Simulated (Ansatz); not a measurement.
# What Na3Y (built on the sites of a database entry of Li3Bi) distorts into

Wanted: the energy along a soft mode of Na3Y (built on the sites of a database entry of Li3Bi) and the structure at the end.

Main program and level: Ansatz 0.2.0; DFT PBEsol, scalar-relativistic, plane waves, PAW.

The structure was built from a prototype and need not be the compound's stable phase.

**1. Set-up**

Symmetry: Fm-3m, No. 225, cubic system. The conventional cell has a = 8.118 Å, b = 8.118 Å, c = 8.118 Å, α = 90.00°, β = 90.00°, γ = 90.00°. Nearest to Na lie 4 Y at 3.52 Å and 4 Na at 3.52 Å. Nearest to Na lie 8 Na at 3.52 Å. Y has 8 Na at 3.52 Å nearest. Farther neighbours are not listed.

**2. Response at finite wavevector**

The cell comes from relaxations at this level that are not shown. Stability and thermal properties need the whole zone. Linear response on a 2×2×2 q mesh gives force constants as far as a supercell of that size would.

Contents of input.yaml:

```yaml
crystal:
  lattice:
    - [0.0, 4.0589774831, 4.0589774831]
    - [4.0589774831, 0.0, 4.0589774831]
    - [4.0589774831, 4.0589774831, 0.0]
  atoms:
    - { symbol: Na, position: [0.75, 0.75, 0.75] }
    - { symbol: Na, position: [0.5, 0.5, 0.5] }
    - { symbol: Na, position: [0.25, 0.25, 0.25] }
    - { symbol: "Y", position: [0.0, 0.0, 0.0] }
kpoints:
  mp_grid: { grid: [8, 8, 8] }
hamiltonian:
  xc: pbesol
scf:
  occupations: { method: methfessel_paxton, width: 0.15 }
output:
  eigenvalues: true
phonons:
  method: dfpt
  qmesh: [2, 2, 2]
  temperatures: { t_max: 1000, t_step: 50 }
  qpath:
    path:
      - [[0.0, 0.0, 0.0], [0.5, 0.0, 0.5], [0.625, 0.25, 0.625]]
      - [[0.375, 0.375, 0.75], [0.0, 0.0, 0.0], [0.5, 0.5, 0.5], [0.5, 0.25, 0.75], [0.5, 0.0, 0.5]]
    npoints: 10
```

Command:

```console
> ansatz run input.yaml --threads 4 --pin off --max-ram 7168MiB --backend cpu --events-out ev --progress --plain --runs-dir out
```

Numbers of over 12 decimals in the logs are rounded to 6 here.

The log of the run:

```text
Warning: phonons: the dynamical matrix that this run interpolates holds no multipole term above the dipole-dipole one, and a site of this crystal is no centre of inversion, so its interpolated transverse optical and acoustic branches and sound speeds can stay off near Gamma, and the density of states and the thermodynamics with them. What a run solves at a wave vector of phonons.qpoints, Gamma apart, where the deck admits one, is free of this, and under fd what a larger phonons.supercell samples
Engine: ansatz 0.2.0, aarch64-unknown-linux-gnu
Pseudopotentials: kind: paw
Pseudopotential: Na, paw, valence charge 9, recommended cutoff 420 eV (normal), Na.paw.azcp
Pseudopotential: Y, paw, valence charge 11, recommended cutoff 420 eV (normal), Y.paw.azcp
Functional definition: PBEsol
  exchange = pbesol_x
  correlation = pbesol_c
Crystal: 4 atoms, lattice volume = 133.746 Å³
Basis set: ecut = 420 eV, 2685 PW (Γ), exchange–correlation on 80×80×80 points (8 copies of the dense FFT grid, shifted against one another)
Bands: 23, of which v1, the nominal top of the filled ones, is band 19 counted from 1 (18 counted from 0)
Symmetry: 48 space group operations
k-points: 29 of 512
Non-local potential: Na, projectors of the file, l = 0: 3, l = 1: 2, l = 2: 1
Non-local potential: Y, projectors of the file, l = 0: 3, l = 1: 2, l = 2: 2, l = 3: 1
PAW form: soft (Blöchl's): semilocal exchange-correlation on the pseudo side does not see the compensation charge
PAW frozen core: Na, regenerated for the run's functional, and the local potential with it (the file was generated under x = pbe(κ = 0.804, μ = 0.219515), c = pbe(β = 0.066725))
PAW frozen core: Y, regenerated for the run's functional, and the local potential with it (the file was generated under x = pbe(κ = 0.804, μ = 0.219515), c = pbe(β = 0.066725))
PAW one-centre angular grid: Na, 110 points (default); XC on 64 Gauss nodes
PAW one-centre angular grid: Y, 590 points (default); XC on 64 Gauss nodes
Initial density: superposition of atomic densities (neutral atoms: chi_scale 0, normalization atom), corrected by the library's trained network
Initial wavefunctions: pseudopotential atomic-orbital guess
Functional: x = pbesol(κ = 0.804, μ = 0.123457), c = pbesol(β = 0.046)
SCF iter   1: F=—  HF=-8221.056477 eV  |F-HF|=—  |Δ(HF+E_count)|=         —  Δρ=2.30e-3  dr2=4.94e-3  ethr=1.77e-3  ⟨swp⟩=4.7  Hψ=2352  notcnv=0
preconditioner: auto → Kerker (q_TF=auto, 2.212 Å⁻¹)  [metal: Δε(μ)=0.050 eV  Ē_g=1.944 eV  σ=0.150 eV  W_gap=0.27  n_scr=26 (ndim 8)  ℏωp=7.9 eV  f_vac=0.000  D(μ)=3.78/eV (n_scr^D=26)]
SCF iter   2: F=—  HF=-8221.055073 eV  |F-HF|=—  |Δ(HF+E_count)|=   1.40e-3  S|Δr|=    0.00e0  Δρ=8.42e-4  dr2=1.58e-3  ethr=1.30e-5  ⟨swp⟩=2.0  Hψ=1441  notcnv=0
SCF iter   3: F=—  HF=-8221.054998 eV  |F-HF|=—  |Δ(HF+E_count)|=   7.47e-5  S|Δr|=    0.00e0  Δρ=3.84e-4  dr2=5.60e-4  ethr=4.15e-6  ⟨swp⟩=2.4  Hψ=934  notcnv=0
SCF iter   4: F=—  HF=-8221.054878 eV  |F-HF|=—  |Δ(HF+E_count)|=   1.20e-4  S|Δr|=    0.00e0  Δρ=1.13e-4  dr2=3.98e-5  ethr=1.47e-6  ⟨swp⟩=2.0  Hψ=745  notcnv=0
SCF iter   5: F=—  HF=-8221.054862 eV  |F-HF|=—  |Δ(HF+E_count)|=   1.64e-5  S|Δr|=    0.00e0  Δρ=3.55e-5  dr2=2.41e-6  ethr=1.05e-7  ⟨swp⟩=2.0  Hψ=750  notcnv=0
SCF iter   6: F=—  HF=-8221.054860 eV  |F-HF|=—  |Δ(HF+E_count)|=   1.71e-6  S|Δr|=    0.00e0  Δρ=9.42e-6  dr2=1.25e-7  ethr=6.35e-9  ⟨swp⟩=2.0  Hψ=750  notcnv=0
SCF iter   7: F=—  HF=-8221.054860 eV  |F-HF|=—  |Δ(HF+E_count)|=   3.59e-8  S|Δr|=    0.00e0  Δρ=3.31e-6  dr2=6.54e-9  ethr=3.28e-10  ⟨swp⟩=2.0  Hψ=1232  notcnv=0
SCF iter   8: F=—  HF=-8221.054860 eV  |F-HF|=—  |Δ(HF+E_count)|=   3.13e-9  S|Δr|=    0.00e0  Δρ=7.50e-7  dr2=5.52e-10  ethr=1.72e-11  ⟨swp⟩=2.0  Hψ=1151  notcnv=0
SCF iter   9: F=—  HF=-8221.054860 eV  |F-HF|=—  |Δ(HF+E_count)|=  5.00e-10  S|Δr|=    0.00e0  Δρ=1.77e-7  dr2=6.61e-11  ethr=1.45e-12  ⟨swp⟩=2.0  Hψ=1215  notcnv=0
SCF iter  10: F=-8221.054860 eV  HF=-8221.054860 eV  |F-HF|=1.82e-12  |Δ(HF+E_count)|=  2.00e-11  S|Δr|=    0.00e0  Δρ=5.16e-8  dr2=6.49e-12  ethr=1.00e-12  ⟨swp⟩=5.3  Hψ=2582  notcnv=0
SCF 1 converged in 10 iterations: F = -8221.054860 eV  dr2 = 6.49e-12
  greatest PAW one-centre occupation: 0.999 electrons in one spin orbital (limit 2), on the Na atom at site 2 (counted from 0), in its partial waves of l = 0
Initial density: read from a saved state, or passed on in memory by an earlier SCF of this step, an earlier step, the calling program or the single point that the run made first
iter 1 solved again at ethr=1.87e-9 eV; its pass at ethr=3.10e-3 eV (dr2=7.10e-7 eV) is discarded
SCF iter   1: F=—  HF=-8221.054861 eV  |F-HF|=—  |Δ(HF+E_count)|=         —  Δρ=9.40e-8  dr2=9.69e-12  ethr=1.87e-9  ⟨swp⟩=4.7  Hψ=4837  notcnv=0
preconditioner: auto → Kerker (q_TF=auto, 2.212 Å⁻¹)  [metal: Δε(μ)=0.052 eV  Ē_g=1.953 eV  σ=0.150 eV  W_gap=0.28  n_scr=26 (ndim 8)  ℏωp=7.9 eV  f_vac=0.000  D(μ)=3.73/eV (n_scr^D=26)]
SCF iter   2: F=-8221.054860 eV  HF=-8221.054860 eV  |F-HF|=5.46e-12  |Δ(HF+E_count)|=   1.25e-6  S|Δr|=    0.00e0  Δρ=4.22e-8  dr2=6.11e-12  ethr=1.00e-12  ⟨swp⟩=4.2  Hψ=2057  notcnv=0
SCF 2 converged in 2 iterations: F = -8221.054860 eV  dr2 = 6.11e-12
phonons: the bands overlap, so this run is a metal and interpolates without the dipole-dipole term. If the crystal is really an insulator or semiconductor, its LO-TO splitting is missing
NSCF: frozen V_eff on 29 k-points
NSCF: frozen V_eff on 59 k-points
DFPT response loops at q = (0, 0, 0) (fractional): preconditioner auto → Kerker (q_TF=auto, 2.212 Å⁻¹) (partly filled bands, converged f_vac=0.000); β = 1.00, the filter's whole step (`scf.mixing.beta` (0.50) is not read by the response loops under this deck's `scf.mixing.preconditioner`; to damp them name `kerker` or `kerker_dos`, under which they read `scf.mixing.beta`, and type it under 1.00, their step now; both keys bind the ground state too); Broyden in place of MSR1
NSCF: frozen V_eff on 300 k-points
DFPT response loops at q = (0, 0, -0.5) (fractional): mixed as the last ones told, above
NSCF: frozen V_eff on 190 k-points
DFPT response loops at q = (0, -0.5, -0.5) (fractional): mixed as the last ones told, above
SCF converged after 10 iterations
Stability not checked: this state was not tested for a lower state beside it, because cold or Methfessel-Paxton smearing, or corrected tetrahedra, fill the levels in a way that the test cannot read (fill_not_monotonic; see scf.lower_state_search)
Free energy (F): -8221.054860 eV
Harris-Foulkes:  -8221.054860 eV  (|F-HF|=1.82e-12)
Internal energy: -8221.058310 eV  (E = F + TS)
E sigma→0 (E₀):  -8221.055723 eV
Entropy (-TS):   0.003450 eV (0.862 meV/atom)
Fermi energy:    3.813654 eV
--- Per-component energies (eV) ---
  E_band       = -840.098120
  E_kinetic    = 662.766411
  E_local      = -4865.266533  (includes V_loc(G=0)·N_el)
  E_nonlocal   = 399.955507
  E_hartree    = 1737.826997
  E_xc         = -282.869831
  E_vxc        = -341.793180  (∫ρ·V_xc dr)
  E_paw        = -3533.617608  (= ΣΔE_a)
  E_vpaw       = -171.414165  (= ΣTr[D̂ρ^β])
  E_aug_tail   = -0.000070  (compensation charges beyond the density's cutoff)
  E_ewald      = -2340.166038
  E_core_change = 0.312854  (= ΣΔE_core)
  E_smearing   = 0.003450  (= −TS)
  E_closure    = 0.000000  (closes the sum)
  Σ components = -8221.054860   (vs F -8221.054860, Δ=0.00e0)
--- Band table (eV; the first three rows and the last of 29) ---
  k-point 0: bands = [... 15 lower, -20.1878, -0.0205, 3.9965, 3.9965, 3.9965, 4.5429, 4.5429, 6.6725]
  k-point 1: bands = [... 15 lower, -20.1879, 0.0981, 3.8569, 4.0310, 4.0310, 4.5035, 4.5035, 6.0802]
  k-point 2: bands = [... 15 lower, -20.1879, 0.4464, 3.4196, 4.0479, 4.0479, 4.5296, 4.5296, 5.2272]
  k-point 28: bands = [... 15 lower, -20.1856, 2.5665, 2.7546, 2.8947, 2.8947, 4.7054, 4.8990, 4.8990]
--- Phonons (Γ-DFPT): 3 representative perturbations + reference (Σ response iterations 9) ---
  ASR residual: 4.770e-5 → 0.000e0 eV/Å²; symmetrization residual: 1.410e-6 eV/Å²
  ASR residual per site (eV/Å²): 4.77e-5 2.02e-5 4.77e-5 2.23e-5
  Γ frequencies (cm⁻¹): 0.00 0.00 0.00 113.34 113.34 113.34 132.20 132.20 132.20 154.30 154.30 154.30
--- Phonons (arbitrary-q DFPT): 3 irreducible q on the 2×2×2 mesh ---
  q = [0.0000, 0.0000, 0.0000] (star 1, of the zone-centre solve; hermiticity 1.21e-6, symmetrization 1.78e-12): 0.00 0.00 0.00 113.34 113.34 113.34 132.20 132.20 132.20 154.30 154.30 154.30
  q = [0.0000, 0.0000, -0.5000] (star 4, 3 solved perturbations on 150 of 512 k-point pairs; hermiticity 2.35e-6, symmetrization 1.02e-6): 37.50 37.50 40.79 88.88 88.88 101.25 137.34 138.52 145.48 145.48 146.31 146.31
  q = [0.0000, -0.5000, -0.5000] (star 3, 6 solved perturbations in 462 linear systems a pass and spin channel, the states on 95 of 512 k-point pairs; hermiticity 1.29e-6, symmetrization 1.05e-8): -14.72 -14.72 57.59 100.04 100.04 111.73 126.31 126.31 128.80 130.36 158.21 158.21
  sum rule: each row above includes the acoustic sum rule's correction from the zone centre's row sums; it moved no ω² by more than (0.75 cm⁻¹)²
  mesh force constants: q→R imaginary residual 4.35e-17; ASR residual 4.770e-5 → 0.000e0 eV/Å²; symmetrization residual 1.332e-15 eV/Å²
  interpolated dispersion: 62 rows × 12 modes
  density of states and harmonic sums: on the 14×14×14 q-mesh, interpolated from the force constants of a 2×2×2 supercell (no non-analytic term)
  largest difference from the sums on the solved wave vectors: F 3.43e-1 eV, S 4.33e-4 and C_V 9.07e-5 eV/K
  zero-point energy: 0.076843 eV/cell   skipped modes (ω ≤ 0): 16, of them read as no rigid motion or as one in doubt: 13 (7.653e-2 modes/cell left out, lowest -14.72 cm⁻¹)   left out of the sums: 6.47e-3 of the cell's modes: C_V's classical limit lies that fraction below 3 k_B per atom; for a crystal, a wire or a layer, F and S can be off by more, and a phonons.interpolated_qmesh denser along its periods is the remedy for the sampling
```

It took 1.7 min on 4 threads of Arm Neoverse V1, shared host; peak memory 1.3 GiB; 6.6 min of CPU time.

The column dr2 measures how far the density is from self-consistency, as an energy; F and HF (Harris–Foulkes) agree once it is small.

Numbers from this step:

```
volume per atom                                         : 33.44 Å³
gap on the k-mesh                                       : 0 eV
sum-rule residual before enforcement                    : 4.77e-5 eV/Å²
lowest frequency on the path                            : -14.72 cm⁻¹
point group                                             : m-3m
highest frequency on the path or at a solved wavevector : 158.2 cm⁻¹
highest optical mode at the zone centre (no LO-TO term) : 154.3 cm⁻¹
lowest optical zone-centre mode                         : 113.3 cm⁻¹
lowest mode on the q mesh (acoustic modes at Γ apart)   : -14.72 cm⁻¹
```

Frequencies (cm⁻¹) solved at each irreducible wavevector; negative means imaginary. Frequencies by wavevector, by row:

```
q in reciprocal lattice units  star  mode 1  mode 2  mode 3  mode 4  mode 10  mode 11  mode 12
                        0 0 0     1       0       0       0   113.3    154.3    154.3    154.3
                     0 0 -0.5     4    37.5    37.5    40.8    88.9    145.5    146.3    146.3
                  0 -0.5 -0.5     3   -14.7   -14.7    57.6     100    130.4    158.2    158.2
```

Interpolated from a 2×2×2 q mesh. The phonon branches at the labelled points (cm⁻¹):

```
    point  branch 1  branch 2  branch 3  branch 4  branch 9  branch 10  branch 11  branch 12
        Γ         0         0         0       113       132        154        154        154
  halfway        33        33        48        90       143        145        150        150
        X       -15       -15        58       100       129        130        158        158
  halfway       -13         5        55        97       132        134        156        158
        U        -5        22        48        93       140        141        149        157
jump to K        -5        22        48        93       140        141        149        157
  halfway        15        36        46        92       143        148        148        154
        Γ         0         0         0       113       132        154        154        154
  halfway        25        25        46        97       139        147        152        152
        L        38        38        41        89       146        146        146        146
  halfway        23        33        39        94       140        141        152        152
        W        11        37        37        89       147        147        148        148
  halfway        -8        15        52        94       135        137        155        156
        X       -15       -15        58       100       129        130        158        158
```

Symmetry leaves 3 wavevectors to solve. The lowest mode among them, the acoustic zeros apart, lies at q = (0, -0.5, -0.5) and is imaginary, 14.7i cm⁻¹, so the energy falls along it.

**3. The mode frozen in, largest atomic shift 0 Å**

The mode followed lies at q = (0, -0.5, -0.5) with frequency 14.7i cm⁻¹ and is 2-fold degenerate, the softest among the wavevectors solved. At small amplitude the distorted cell has space group no. 59 by a symmetry search on the positions. The undistorted cell that holds it gives the zero of energy on the same k mesh.

System of this step: Na3Y (built on the sites of a database entry of Li3Bi). It takes space group Fm-3m (No. 225, cubic). The conventional cell has a = 8.118 Å, b = 8.118 Å, c = 8.118 Å, α = 90.00°, β = 90.00°, γ = 90.00°. Na has 4 Na at 3.52 Å and 4 Y at 3.52 Å nearest. Nearest to Na lie 8 Na at 3.52 Å. Y has 8 Na at 3.52 Å nearest. Farther neighbours are not listed.

Contents of input.yaml:

```yaml
crystal:
  lattice:
    - [0.0, -4.0589774831, -4.0589774831]
    - [0.0, 4.0589774831, -4.0589774831]
    - [8.1179549662, 0.0, 0.0]
  atoms:
    - { symbol: Na, position: [1.0, 0.5, 0.25] }
    - { symbol: Na, position: [0.5, 0.0, 0.75] }
    - { symbol: Na, position: [0.5, 0.5, 0.0] }
    - { symbol: Na, position: [0.0, 0.0, 0.5] }
    - { symbol: Na, position: [0.0, 0.5, 0.75] }
    - { symbol: Na, position: [0.5, 0.0, 0.25] }
    - { symbol: "Y", position: [0.5, 0.5, 0.5] }
    - { symbol: "Y", position: [0.0, 1.0, 0.0] }
kpoints:
  mp_grid: { grid: [6, 6, 4] }
hamiltonian:
  xc: pbesol
scf:
  occupations: { method: methfessel_paxton, width: 0.15 }
output:
  forces: true
  stress: true
  eigenvalues: true
```

The log of the run:

```text
[...]
Crystal: 8 atoms, lattice volume = 267.491 Å³
Basis set: ecut = 420 eV, 5271 PW (Γ), exchange–correlation on 80×80×120 points (8 copies of the dense FFT grid, shifted against one another)
Bands: 46, of which v1, the nominal top of the filled ones, is band 38 counted from 1 (37 counted from 0)
Symmetry: 32 space group operations
[...]
k-points: 30 of 144
[...]
k-point 0: bands = [... 34 lower, 2.6182, 3.3354, 3.9737, 3.9991, 3.9991, 4.0028, 4.5470, 4.5482, ... 4 higher]
  k-point 1: bands = [... 34 lower, 3.2938, 3.4181, 3.8860, 4.0276, 4.0276, 4.3452, 4.3452, 4.3485, ... 4 higher]
  k-point 2: bands = [... 34 lower, 3.6355, 3.6355, 3.8979, 3.8979, 4.1328, 4.1328, 4.1328, 4.1328, ... 4 higher]
  k-point 29: bands = [... 34 lower, 2.7548, 2.7548, 2.8961, 2.8961, 2.8961, 2.8961, 4.7102, 4.7102, ... 4 higher]
[key lines of the parts left out:]
SCF converged after 7 iterations
Free energy (F): -16442.092675 eV
Fermi energy:    3.814651 eV
P = ⅓ Tr σ = 0.0158 GPa (0.158 kbar)
```

Elapsed: 4 s, on 4 threads; peak memory 0.73 GiB.

This step gave:

```yaml
pressure: 0.01581 GPa
energy_from_the_undistorted_cell: 0 meV/atom
```

The run ends at a pressure of 0.02 GPa.

**4. The mode frozen in, largest atomic shift 0.22 Å**

The atoms are moved along the unstable eigenvector, the largest shift by 0.22 Å, with the cell fixed.

input.yaml, the sections that differ from step 3:

```yaml
crystal:
  lattice:
    - [0.0, -4.0589774831, -4.0589774831]
    - [0.0, 4.0589774831, -4.0589774831]
    - [8.1179549662, 0.0, 0.0]
  atoms:
    - { symbol: Na, position: [1.0310687158, 0.5, 0.25] }
    - { symbol: Na, position: [0.4689312842, 0.0, 0.75] }
    - { symbol: Na, position: [0.5172861899, 0.5, 0.0] }
    - { symbol: Na, position: [-0.0172861899, 0.0, 0.5] }
    - { symbol: Na, position: [0.0310687158, 0.5, 0.75] }
    - { symbol: Na, position: [0.4689312842, 0.0, 0.25] }
    - { symbol: "Y", position: [0.5383257834, 0.5, 0.5] }
    - { symbol: "Y", position: [-0.0383257834, 1.0, 0.0] }
# kpoints, hamiltonian, scf, output: as in step 3
```

The log of the run:

```text
[...]
Crystal: 8 atoms, lattice volume = 267.491 Å³
Basis set: ecut = 420 eV, 5271 PW (Γ), exchange–correlation on 80×80×120 points (8 copies of the dense FFT grid, shifted against one another)
Bands: 46, of which v1, the nominal top of the filled ones, is band 38 counted from 1 (37 counted from 0)
Symmetry: 8 space group operations
[...]
k-points: 48 of 144
[...]
k-point 0: bands = [... 34 lower, 2.6176, 3.3475, 3.9429, 3.9966, 4.0026, 4.0351, 4.4751, 4.5589, ... 4 higher]
  k-point 1: bands = [... 34 lower, 3.2971, 3.4219, 3.8320, 4.0318, 4.0530, 4.2833, 4.3523, 4.3830, ... 4 higher]
  k-point 2: bands = [... 34 lower, 3.6121, 3.6121, 3.8885, 3.8885, 4.1389, 4.1389, 4.2105, 4.2105, ... 4 higher]
  k-point 47: bands = [... 34 lower, 2.7314, 2.7314, 2.9163, 2.9163, 2.9277, 2.9277, 4.6900, 4.6900, ... 4 higher]
[key lines of the parts left out:]
SCF converged after 7 iterations
Free energy (F): -16442.095035 eV
Fermi energy:    3.813682 eV
P = ⅓ Tr σ = -0.0012 GPa (-0.012 kbar)
```

The job ended after 6.3 s (4 threads; peak memory 0.83 GiB; 24 s of CPU time).

This step gave:

- pressure: -0.001177 GPa
- energy from the undistorted cell: -0.231 meV/atom

The energy, extrapolated to zero smearing, is -0.23 meV/atom against the undistorted cell.

The run ends at a pressure of 0.00 GPa, with forces up to 0.013 eV/Å.

**5. Energy along the mode, all amplitudes (two of the runs are shown above)**

An imaginary frequency means negative curvature, so the energy should fall and then rise again as anharmonic terms take over.

Numbers from this step:

```yaml
depth_at_the_lowest_point_sampled: 0.231 meV/atom
largest_atomic_shift_at_that_point: 0.22 Å
```

Table of energy from the parent by largest atomic shift:

```
largest atomic shift (Å)  energy from the parent (meV/atom)
                   0.000                                  0
                   0.040                             -0.017
                   0.080                             -0.064
                   0.140                             -0.164
                   0.220                             -0.231
                   0.320                              0.191
                   0.450                               2.77
                   0.600                               11.3
```

Displacement at unit largest shift by atom:

```
atom  x (Å)   y (Å)   z (Å)   size
 Na1  0.000  -0.573  -0.573  0.810
 Na2  0.000   0.573   0.573  0.810
 Na3  0.000  -0.319  -0.319  0.451
 Na4  0.000   0.319   0.319  0.451
 Na5  0.000  -0.573  -0.573  0.810
 Na6  0.000   0.573   0.573  0.810
  Y7  0.000  -0.707  -0.707  1.000
  Y8  0.000   0.707   0.707  1.000
```

The lowest of the steps tried is at 0.22 Å, 0.231 meV/atom below the parent; the bottom of the well need not coincide with a step.

(Part 1 of 3 ends here.)

[Logs are printed without paths, hosts, clocks, repeated set-up lines and the standing remarks that a program may print on its own settings, such as how far it seeks lower states.]

[Hosts, paths, dates, database ids (printed as entryN), source tags and the programs' standing remarks are cut or masked in the printed files.]
